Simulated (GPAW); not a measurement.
# 1T-PbSeTe monolayer in an electric field, part 2 of 2

Aim: the dipole that a field along the normal induces in 1T-PbSeTe monolayer.

GPAW 26.7.0; GPAW, PAW setups; layer in a repeated cell with vacuum, relaxation of atoms and in-plane cell (the session's first sound run).

So far, upper work function (eV): step 3 (plane waves, PBE) 5.62.

### Step 7. In a field

Level of this step: GPAW, PAW setups; slab in vacuum (GPAW).

The input, run.py:

```python
import json
import numpy as np
from ase import Atoms
from gpaw import GPAW, PW
from gpaw.external import ConstantElectricField

slab = Atoms(
    ['Te', 'Pb', 'Se'],
    positions=[
        [2.01710, 1.16458, 9.00000],
        [-0.00000, 0.00000, 11.07705],
        [0.00000, 2.32915, 12.71216]],
    cell=[[4.0342, -0.0, 0.0], [-2.0171, 3.49373, 0.0], [0.0, 0.0, 21.7122]],
    pbc=[True, True, False])

slab.calc = GPAW(mode=PW(400), xc='PBE', kpts={'size': (9, 9, 1), 'gamma': True},
                 occupations={'name': 'fermi-dirac', 'width': 0.05}, nbands='200%',
                 convergence={'density': 1e-05}, maxiter=200,
                 poissonsolver={'dipolelayer': 'xy'},
                 external=ConstantElectricField(0.05, [0, 0, 1]),
                 symmetry={'tolerance': 1e-3}, txt='slab.txt')
result = {}
energy = slab.get_potential_energy()
fermi = slab.calc.get_fermi_level()
v = slab.calc.get_electrostatic_potential().mean((0, 1)) - fermi
n = slab.calc.get_pseudo_density().mean((0, 1))
L = slab.cell[2, 2]
z = np.arange(len(v)) * L / len(v)
low, high = slab.positions[:, 2].min(), slab.positions[:, 2].max()
below, above = np.interp([low - 6.8, high + 6.8], z, v)
slopes = [np.interp(x, z, np.gradient(v, z)) for x in (low - 6.8, high + 6.8)]
eps = np.array([[slab.calc.get_eigenvalues(k, s) for k in range(len(slab.calc.get_ibz_k_points()))]
                for s in range(slab.calc.get_number_of_spins())]) - fermi
top, bottom = eps[eps < 0].max(), eps[eps > 0].min()
dipole = slab.get_dipole_moment()[2]
print(f'energy {energy:.4f} eV, Fermi level {fermi:.4f} eV, dipole {dipole:.5f} e A')
print(f'potential 6.8 A off the faces, from the Fermi level: lower {below:.4f} eV, upper {above:.4f} eV')
print(f'slope of the potential there: lower {slopes[0]:.5f}, upper {slopes[1]:.5f} eV/A')
print(f'nearest levels on the mesh: {top:.4f} and {bottom:.4f} eV')
print('magnetic moment', round(slab.get_magnetic_moment(), 3))
result.update(energy=energy, fermi=fermi, dipole=dipole, below=below, above=above, slopes=slopes, edges=[top, bottom],
              z=z.tolist(), v=v.tolist(), n=n.tolist(), positions=slab.positions.tolist(),
              forces=slab.get_forces(apply_constraint=False).tolist(), moments=slab.get_magnetic_moments().tolist())
json.dump(result, open('result.json', 'w'))
```

The run is started by

```
> OMP_NUM_THREADS=1 OPENBLAS_NUM_THREADS=1 python run.py
```

What it wrote:

```text
energy -10.2493 eV, Fermi level -2.2405 eV, dipole -0.00303 e A
potential 6.8 A off the faces, from the Fermi level: lower 5.4351 eV, upper 5.4739 eV
slope of the potential there: lower 0.00001, upper -0.00000 eV/A
nearest levels on the mesh: -0.0274 and 0.0533 eV
magnetic moment 0.0
```

Elapsed: 99 s, on 1 thread of Arm Neoverse V1, shared host; peak memory 0.35 GiB.

The electrostatic potential energy of an electron (without an applied field's), less the Fermi level, planar mean by z:

z (Å), electrostatic potential energy of an electron (without an applied field's), less the Fermi level, planar mean (eV) and a bar from the least value:
```
        0        5.5 ##############################
        1        5.4 ##############################
        2        5.4 ##############################
        3        5.4 ##############################
        4        5.4 ##############################
        5        5.4 ##############################
        6        5.4 ##############################
        7        5.2 ##############################
        8        2.3 #########################
        9      -14.4 #
       10       -0.7 #####################
       11      -14.9 
       12       -3.1 #################
       13       -7.3 ###########
       14        4.7 #############################
       15        5.4 ##############################
       16        5.5 ##############################
       17        5.5 ##############################
       18        5.5 ##############################
       19        5.5 ##############################
       20        5.5 ##############################
       21        5.5 ##############################
```

### Step 8. Field on

run.py, as its differences from that of step 7:

```diff
@@ -19,3 +19,3 @@
                  poissonsolver={'dipolelayer': 'xy'},
-                 external=ConstantElectricField(0.05, [0, 0, 1]),
+                 external=ConstantElectricField(0.1, [0, 0, 1]),
                  symmetry={'tolerance': 1e-3}, txt='slab.txt')
```

What it wrote:

```text
energy -10.2497 eV, Fermi level -2.2457 eV, dipole 0.02071 e A
potential 6.8 A off the faces, from the Fermi level: lower 5.5945 eV, upper 5.3285 eV
slope of the potential there: lower 0.00003, upper 0.00002 eV/A
nearest levels on the mesh: -0.0269 and 0.0535 eV
magnetic moment 0.0
```

The job ended after 1.7 min (1 thread; peak memory 0.35 GiB).

The electrostatic potential energy of an electron (without an applied field's), less the Fermi level, planar mean by z:

z (Å), electrostatic potential energy of an electron (without an applied field's), less the Fermi level, planar mean (eV) and a bar from the least value:
```
        0        5.5 ##############################
        1        5.6 ##############################
        2        5.6 ##############################
        3        5.6 ##############################
        4        5.6 ##############################
        5        5.6 ##############################
        6        5.6 ##############################
        7        5.4 ##############################
        8        2.4 #########################
        9      -14.3 #
       10       -0.7 #####################
       11      -14.9 
       12       -3.2 #################
       13       -7.4 ###########
       14        4.5 ############################
       15        5.3 ##############################
       16        5.3 ##############################
       17        5.3 ##############################
       18        5.3 ##############################
       19        5.3 ##############################
       20        5.3 ##############################
       21        5.3 ##############################
```

The dipole is now 0.0207 e Å, against -0.027 in the run without a field.

### Step 9. Field on

run.py, as its differences from that of step 8:

```diff
@@ -19,3 +19,3 @@
                  poissonsolver={'dipolelayer': 'xy'},
-                 external=ConstantElectricField(0.1, [0, 0, 1]),
+                 external=ConstantElectricField(0.2, [0, 0, 1]),
                  symmetry={'tolerance': 1e-3}, txt='slab.txt')
```

What it wrote:

```text
energy -10.2542 eV, Fermi level -2.2567 eV, dipole 0.06821 e A
potential 6.8 A off the faces, from the Fermi level: lower 5.9148 eV, upper 5.0387 eV
slope of the potential there: lower 0.00008, upper 0.00007 eV/A
nearest levels on the mesh: -0.0259 and 0.0537 eV
magnetic moment 0.0
```

The job ended after 100 s (1 thread; peak memory 0.35 GiB).

Table of electrostatic potential energy of an electron (without an applied field's), less the Fermi level, planar mean by z:

z (Å), electrostatic potential energy of an electron (without an applied field's), less the Fermi level, planar mean (eV) and a bar from the least value:
```
      0.0        5.5 #############################
      0.5        5.9 ##############################
      1.0        5.9 ##############################
      1.5        5.9 ##############################
      2.0        5.9 ##############################
      2.5        5.9 ##############################
      3.0        5.9 ##############################
      3.5        5.9 ##############################
      4.0        5.9 ##############################
      4.5        5.9 ##############################
      5.0        5.9 ##############################
      5.5        5.9 ##############################
      6.0        5.9 ##############################
      6.5        5.9 ##############################
      7.0        5.7 ##############################
      7.5        5.1 #############################
      8.0        2.7 #########################
      8.5       -5.0 ##############
      9.0      -14.1 #
      9.5       -6.0 #############
     10.0       -0.6 #####################
     10.5       -5.2 ##############
     11.0      -14.9 
     11.5       -9.0 ########
     12.0       -3.3 #################
     12.5      -10.3 #######
     13.0       -7.6 ###########
     13.5        1.6 ########################
     14.0        4.2 ############################
     14.5        4.9 ############################
     15.0        5.0 #############################
     15.5        5.0 #############################
     16.0        5.0 #############################
     16.5        5.0 #############################
     17.0        5.0 #############################
     17.5        5.0 #############################
     18.0        5.0 #############################
     18.5        5.0 #############################
     19.0        5.0 #############################
     19.5        5.0 #############################
     20.0        5.0 #############################
     20.5        5.0 #############################
     21.0        5.0 #############################
     21.5        5.2 #############################
```

The dipole is now 0.0682 e Å, against -0.027 in the run without a field.

### Step 10. In a field

run.py, as its differences from that of step 9:

```diff
@@ -19,3 +19,3 @@
                  poissonsolver={'dipolelayer': 'xy'},
-                 external=ConstantElectricField(0.2, [0, 0, 1]),
+                 external=ConstantElectricField(0.3, [0, 0, 1]),
                  symmetry={'tolerance': 1e-3}, txt='slab.txt')
```

What it wrote:

```text
energy -10.2634 eV, Fermi level -2.2687 eV, dipole 0.11576 e A
potential 6.8 A off the faces, from the Fermi level: lower 6.2369 eV, upper 4.7501 eV
slope of the potential there: lower 0.00013, upper 0.00011 eV/A
nearest levels on the mesh: -0.0250 and 0.0539 eV
magnetic moment 0.0
```

Elapsed: 1.8 min, on 1 thread; peak memory 0.35 GiB.

Electrostatic potential energy of an electron (without an applied field's), less the Fermi level, planar mean against z:

```
z (Å)  electrostatic potential energy of an electron (without an applied field's), less the Fermi level, planar mean (eV)
    0                                                                                                                5.49
    1                                                                                                                6.24
    2                                                                                                                6.24
    3                                                                                                                6.24
    4                                                                                                                6.24
    5                                                                                                                6.24
    6                                                                                                                6.22
    7                                                                                                                6.01
    8                                                                                                                2.97
    9                                                                                                               -13.9
   10                                                                                                              -0.494
   11                                                                                                               -14.9
   12                                                                                                               -3.41
   13                                                                                                               -7.82
   14                                                                                                                3.98
   15                                                                                                                4.71
   16                                                                                                                4.75
   17                                                                                                                4.75
   18                                                                                                                4.75
   19                                                                                                                4.75
   20                                                                                                                4.75
   21                                                                                                                4.75
```

The dipole is now 0.116 e Å, against -0.027 in the run without a field.

### Step 11. The series

The members are put on one axis.

This step: induced dipole against applied field (GPAW 26.7.0).

The dipole along the normal by field:

```csv
field (V/Å),dipole along the normal (e·Å)
-0.200,-0.122
-0.100,-0.0742
-0.050,-0.0505
0.000,-0.0270
0.050,-0.00303
0.100,0.0207
0.200,0.0682
0.300,0.116
```

### Step 12. A changed run

One more run, with changed settings.

This step: GPAW, PAW setups; slab in vacuum (GPAW 26.7.0).

run.py, as its differences from that of step 10:

```diff
@@ -4,3 +4,2 @@
 from gpaw import GPAW, PW
-from gpaw.external import ConstantElectricField
 
@@ -15,7 +14,6 @@
 
-slab.calc = GPAW(mode=PW(400), xc='PBE', kpts={'size': (9, 9, 1), 'gamma': True},
+slab.calc = GPAW(mode=PW(60), xc='PBE', kpts={'size': (9, 9, 1), 'gamma': True},
                  occupations={'name': 'fermi-dirac', 'width': 0.05}, nbands='200%',
-                 convergence={'density': 1e-05}, maxiter=200,
+                 convergence={'density': 1e-05}, maxiter=100,
                  poissonsolver={'dipolelayer': 'xy'},
-                 external=ConstantElectricField(0.3, [0, 0, 1]),
                  symmetry={'tolerance': 1e-3}, txt='slab.txt')
```

What it wrote:

```text
energy 381.4565 eV, Fermi level -2.6788 eV, dipole -0.06497 e A
potential 6.8 A off the faces, from the Fermi level: lower 6.7981 eV, upper 8.1333 eV
slope of the potential there: lower -0.10054, upper 0.16988 eV/A
nearest levels on the mesh: -0.0200 and 0.0213 eV
magnetic moment 0.0
```

Elapsed: 12 s, on 1 thread; peak memory 0.12 GiB.

The run finished. A setting was moved off its sound value on purpose, so it serves as a test and not as the result.

The fault put into the input: a cutoff far too low (ecut = 60).

Side by side:

```
                     quantity   this run  sound run  difference
dipole along the normal (e·Å)  -0.064967  -0.027039     -0.0379
```

The two runs differ clearly in the dipole along the normal: -0.0650 e·Å against -0.0270 e·Å.

### Step 13. What came out

```
work function, upper and lower face            : 5.620 and 5.276 eV
dipole along the normal                        : -0.0270 e Å
induced dipole per field                       : 0.475 e Å per V/Å
out-of-plane polarisability per area, α/(ε0 A) : 6.10 Å
```

In words: The field induces 0.475 e Å per V/Å, a polarisable thickness α/(ε0 A) of 6.10 Å beside 3.71 Å between the outermost nuclei. A perfect conductor would give the distance between its two image planes; a dielectric of thickness t gives t(1 - 1/ε). The two faces differ by 0.34 eV, the step that the slab's dipole makes (e p/(ε0 A) gives 0.35 eV), so the dipole layer is needed. The induced dipole is linear in the field over this range. The starting lattice was a guess from atomic radii; the relaxation moved it by 8 %. The relaxation of atoms and cell ran in a fully periodic cell without the dipole layer, so the atoms of this polar layer felt a small spurious field. The layer's cell and atoms come from the relaxation; spin-orbit coupling and temperature are left out.

[Logs are printed without paths, hosts, clocks, repeated set-up lines and the standing remarks that a program may print on its own settings, such as how far it seeks lower states.]

[Hosts, paths, dates, database ids (printed as entryN), source tags and the programs' standing remarks are cut or masked in the printed files.]
